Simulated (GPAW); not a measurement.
**Al K ELNES/XANES of Al (Aluminum, Fm-3m) from DFT**

Aim: the dependence of the Al K near-edge features of Al (Aluminum, Fm-3m) on volume.

Method: X-ray absorption from dipole matrix elements to empty bands, plane-wave PAW PBE, in GPAW 26.7.0.

### 1. The structure

It takes space group Fm-3m (No. 225, cubic). The conventional cell has a = 4.050 Å, b = 4.050 Å, c = 4.050 Å, α = 90.00°, β = 90.00°, γ = 90.00°. Nearest to Al lie 12 Al at 2.86 Å.

Coordinates:

```cif
data_structure
_symmetry_space_group_name_H-M 'P 1'
_symmetry_Int_Tables_number 1
_cell_length_a 2.8635
_cell_length_b 2.8635
_cell_length_c 2.8635
_cell_angle_alpha 60.000
_cell_angle_beta 60.000
_cell_angle_gamma 60.000
_cell_volume 16.60
loop_
_atom_site_label
_atom_site_type_symbol
_atom_site_fract_x
_atom_site_fract_y
_atom_site_fract_z
_atom_site_occupancy
Al1 Al 0.00000 0.00000 0.00000 1
```

### 2. The field without a hole

A plain self-consistent run shows whether there is a gap, which decides the set-up of the core-hole run.

Input file scf.py:

```python
import numpy as np
from ase import Atoms
from ase.parallel import parprint, paropen
from gpaw import GPAW, PW, FermiDirac, Mixer, MixerDif, setup_paths
from gpaw.test import gen
setup_paths.insert(0, '.')
gen('Al', name='nch1s', xcname='PBE', corehole=(1, 0, 0), write_xml=True)
from gpaw.mpi import world
world.barrier()

atoms = Atoms('Al',
    cell=[[0, 2.024805, 2.024805],
     [2.024805, 0, 2.024805],
     [2.024805, 2.024805, 0]],
    scaled_positions=[[0, 0, 0]],
    pbc=True)
atoms.calc = calc = GPAW(legacy_gpaw=True, mode=PW(430, force_complex_dtype=True), xc='PBE', setups={0: 'nch1s'},
    kpts={'size': (10, 10, 10), 'gamma': True}, occupations=FermiDirac(0.05),
    charge=0, mixer=Mixer(0.1, 5, 50), maxiter=150,
    convergence={'density': 0.0001, 'eigenstates': 1e-6}, txt='scf.txt')
energy = atoms.get_potential_energy() + calc.get_reference_energy()
ef = calc.get_fermi_level()
out = dict(energy=energy, fermi=ef, forces=atoms.get_forces().tolist())
parprint(f'all-electron energy {energy:.4f} eV, Fermi level {ef:.4f} eV')
ev = np.array([[calc.get_eigenvalues(k, s) for k in range(len(calc.get_ibz_k_points()))] for s in range(calc.get_number_of_spins())])
out['homo'], out['lumo'], out['counts'] = ev[ev < ef].max(), ev[ev > ef].min(), sorted(set((ev < ef).sum((0, 2)).tolist()))
out['filled'] = (ev[:, 0] < ef).sum(1).tolist()
import json
with paropen('out.json', 'w') as f:
    json.dump(out, f)
```

Command:

```
OMP_NUM_THREADS=1 mpirun -n 4 gpaw python scf.py
```

Numbers of over 12 decimals in the logs are rounded to 6 here.

What it wrote:

```text
Input parameters:
  convergence: {density: 0.0001,
                eigenstates: 1e-06}
  kpts: {gamma: True,
         size: (10, 10, 10)}
  maxiter: 150
  mixer: {backend: pulay,
          beta: 0.1,
          method: separate,
          nmaxold: 5,
          weight: 50}
  mode: {ecut: 430.0,
         force_complex_dtype: True,
         name: pw}
  occupations: {fixmagmom: False,
                name: fermi-dirac,
                width: 0.05}
  setups: {0: nch1s}
  xc: PBE

Initialize ...

[... PAW data sets ...]

Reference energy: -6603.423480  # eV

Spin-paired calculation

[... convergence settings ...]
Symmetries present (total): 48
  [... symmetry matrices ...]

1000 k-points: 10 x 10 x 10 Monkhorst-Pack grid + [1/20,1/20,1/20]
47 k-points in the irreducible part of the Brillouin zone
       k-points in crystal coordinates                weights
   0:     0.00000000    0.00000000    0.00000000          1/1000
   1:     0.10000000    0.10000000    0.00000000          6/1000
   2:     0.10000000    0.10000000    0.10000000          8/1000
   3:     0.20000000    0.10000000    0.10000000         12/1000
   4:     0.20000000    0.20000000    0.00000000          6/1000
   5:     0.20000000    0.20000000    0.10000000         24/1000
   6:     0.20000000    0.20000000    0.20000000          8/1000
   7:     0.30000000    0.20000000    0.10000000         24/1000
   8:     0.30000000    0.20000000    0.20000000         24/1000
   9:     0.30000000    0.30000000    0.00000000          6/1000
          ...
  46:     0.50000000    0.50000000    0.50000000          4/1000

Wave functions: Plane wave expansion
  Cutoff energy: 430.000 eV
  Number of coefficients (min, max): 327, 344
  Pulay-stress correction: 0.000000 eV/Ang^3 (de/decut=0.000000)
  Using FFTW library
  Wavefunction extrapolation:
    Improved wavefunction reuse through dual PAW basis

Occupation numbers: Fermi-Dirac:
  width: 0.0500  # eV

Eigensolver
   Davidson(niter=2)

Densities:
  Coarse grid: 14*14*14 grid
  Fine grid: 28*28*28 grid
  Total Charge: 0.000000

Density mixing:
  Method: separate
  Backend: pulay
  Linear mixing parameter: 0.1
  old densities: 5
  Width of damping distribution: 1.1
  Damping of long wavelength oscillations: 50

[... Hamiltonian set-up ...]
Number of atoms: 1
Number of atomic orbitals: 4
Number of bands in calculation: 4
Number of valence electrons: 3
Bands to converge: occupied

... initialized

Initializing position-dependent things.

Density initialized from atomic densities
Creating initial wave functions:
  4 bands from LCAO basis set

       Al

Atomic positions and initial magnetic moments

Positions:
   0 Al     0.000000    0.000000    0.000000    ( 0.0000,  0.0000,  0.0000)

Unit cell:
           periodic     x           y           z      points  spacing
  1. axis:    yes    0.000000    2.024805    2.024805    14     0.1670
  2. axis:    yes    2.024805    0.000000    2.024805    14     0.1670
  3. axis:    yes    2.024805    2.024805    0.000000    14     0.1670

  Lengths:   2.863507   2.863507   2.863507
  Angles:   60.000000  60.000000  60.000000

Effective grid spacing dv^(1/3) = 0.1822

iter:   1    -3.715772
iter:   2    -3.716892   -2.63  -0.93
iter:   3    -3.717417   -2.80  -0.97
iter:   4    -3.716613c  -4.59  -1.51
iter:   5    -3.716783c  -4.76  -2.16
iter:   6    -3.716750c  -5.92  -2.27
iter:   7    -3.716751c  -6.47c -3.08
iter:   8    -3.716750c  -7.55c -3.31
iter:   9    -3.716750c  -9.41c -4.88c

Converged after 9 iterations.

Dipole moment: (-0.000000, -0.000000, -0.000000) |e|*Ang

Energy contributions relative to reference atoms: (reference = -6603.423480)

Kinetic:         +3.424825
Potential:       -1.551792
External:        +0.000000
XC:              -5.580059
Entropy (-ST):   -0.007304
Local:           -0.006073
SIC:             +0.000000
--------------------------
Free energy:     -3.720402
Extrapolated:    -3.716750

Showing only first 2 kpts
 Kpt  Band  Eigenvalues  Occupancy
  0     0     -3.99557    2.00000
  0     1     21.13897    0.00000
  0     2     21.13897    0.00000

  1     0     -3.63479    2.00000
  1     1     17.55870    0.00000
  1     2     17.55870    0.00000

Fermi level: 7.23208

No gap
No difference between direct/indirect transitions

Forces in eV/Ang:
  0 Al    0.00000    0.00000    0.00000
Scalar-relativistic atomic PBE calculation for Al (Aluminium, Z=13)
Core hole in 1s state (1s occupation: 2.0)
450 radial gridpoints.
|------------------------------------------------|
|------------------------------------------------|
[... the atom generator's iteration count ...]

Energy contributions:
-------------------------
Kinetic:     +243.092050
XC:           -18.430760
Potential:   -467.332630
-------------------------
Total:       -242.671339

state      eigenvalue         ekin         rmax
-----------------------------------------------
1s^2.0 :   -55.527259    79.629143        0.078
2s^2.0 :    -3.974690    10.786763        0.497
2p^6.0 :    -2.559317     9.907530        0.429
3s^2.0 :    -0.284901     1.088737        2.087
3p^1.0 :    -0.099662     0.637585        2.639
-----------------------------------------------
(units: Bohr and Hartree)

Generating PAW setup
Kinetic energy of the core from tauc = 240.725374
Cutoffs:
rc(s)=2.050
rc(p)=2.050
rc(d)=2.050
rc(vbar)=1.845
rc(comp)=2.050
rc(nct)=2.050

Kinetic energy of the core states: 240.276991
Charge: 0.0
Core electrons: 10.0
Valence electrons: 3.0
Pseudo-core charge: 0.382292
Shape function alpha=2.380
Pseudo-electron charge 3.476789
state    eigenvalue         norm
--------------------------------
3s(2) :    -0.284901     1.047805
*s    :     0.715099
3p(1) :    -0.099662     0.998886
*p    :     0.900338
*d    :     0.000000
--------------------------------

Diagonalizing with gridspacing h=0.050

state   all-electron     PAW
-------------------------------
3s:      -0.284901    -0.284982
3p:      -0.099662    -0.099717
*d:                    0.026616
*f:                    0.063447
-------------------------------
all-electron energy -6607.1402 eV, Fermi level 7.2321 eV
```

It took 3.4 s on 4 MPI ranks of Arm Neoverse V1, shared host; peak memory 0.15 GiB; 13 s of CPU time.

The mesh shows no gap, so the system is treated as a metal and the core electron is put at the Fermi level (neutral cell).

### 3. Reference energy of the supercell

The photon energy needs a difference of total energies, so the cell and mesh of the coming hole run are first run without a hole.

scf.py, as its differences from that of step 2:

```diff
@@ -10,10 +10,17 @@
 
-atoms = Atoms('Al',
-    cell=[[0, 2.024805, 2.024805],
-     [2.024805, 0, 2.024805],
-     [2.024805, 2.024805, 0]],
-    scaled_positions=[[0, 0, 0]],
+atoms = Atoms('Al8',
+    cell=[[0, 4.04961, 4.04961],
+     [4.04961, 0, 4.04961],
+     [4.04961, 4.04961, 0]],
+    scaled_positions=[[0, 0, 0],
+     [0, 0, 0.5],
+     [0, 0.5, 0],
+     [0.5, 0, 0],
+     [0, 0.5, 0.5],
+     [0.5, 0, 0.5],
+     [0.5, 0.5, 0],
+     [0.5, 0.5, 0.5]],
     pbc=True)
 atoms.calc = calc = GPAW(legacy_gpaw=True, mode=PW(430, force_complex_dtype=True), xc='PBE', setups={0: 'nch1s'},
-    kpts={'size': (10, 10, 10), 'gamma': True}, occupations=FermiDirac(0.05),
+    kpts={'size': (5, 5, 5), 'gamma': True}, occupations=FermiDirac(0.1),
     charge=0, mixer=Mixer(0.1, 5, 50), maxiter=150,
```

What it wrote:

```text
Input parameters:
  convergence: {density: 0.0001,
                eigenstates: 1e-06}
  kpts: {gamma: True,
         size: (5, 5, 5)}
  maxiter: 150
  mixer: {backend: pulay,
          beta: 0.1,
          method: separate,
          nmaxold: 5,
          weight: 50}
  mode: {ecut: 430.0,
         force_complex_dtype: True,
         name: pw}
  occupations: {fixmagmom: False,
                name: fermi-dirac,
[...]
--------------------------------
3s(2) :    -0.284901     1.047805
*s    :     0.715099
3p(1) :    -0.099662     0.998886
*p    :     0.900338
*d    :     0.000000
--------------------------------

Diagonalizing with gridspacing h=0.050

state   all-electron     PAW
-------------------------------
3s:      -0.284901    -0.284982
3p:      -0.099662    -0.099717
*d:                    0.026616
*f:                    0.063447
-------------------------------
all-electron energy -52857.1394 eV, Fermi level 7.2157 eV
[key lines of the parts left out:]
Converged after 9 iterations.
Dipole moment: (-0.000000, -0.000000, -0.000000) |e|*Ang
Free energy:    -29.834930
Fermi level: 7.21567
```

It took 6 s on 4 MPI ranks; peak memory 0.19 GiB; 24 s of CPU time.

Reference energy: -52857.139 eV with the cores included.

(Part 1 of 3 ends here.)

[Banner, clock and machine lines of the logs are left out without a mark of their own.]

[Logs are printed without paths, hosts, clocks, repeated set-up lines and the standing remarks that a program may print on its own settings, such as how far it seeks lower states.]

[Hosts, paths, dates, database ids (printed as entryN), source tags and the programs' standing remarks are cut or masked in the printed files.]

[Lists of maxima count a maximum above −3 eV only where it reaches 4 % of the highest in the window and stands out from its surroundings by 2 % of it (1.5 % where it reaches 55 %); shoulders and weaker maxima are passed over, and of the rest the first, up to two pre-edge ones and the few strongest are named.]
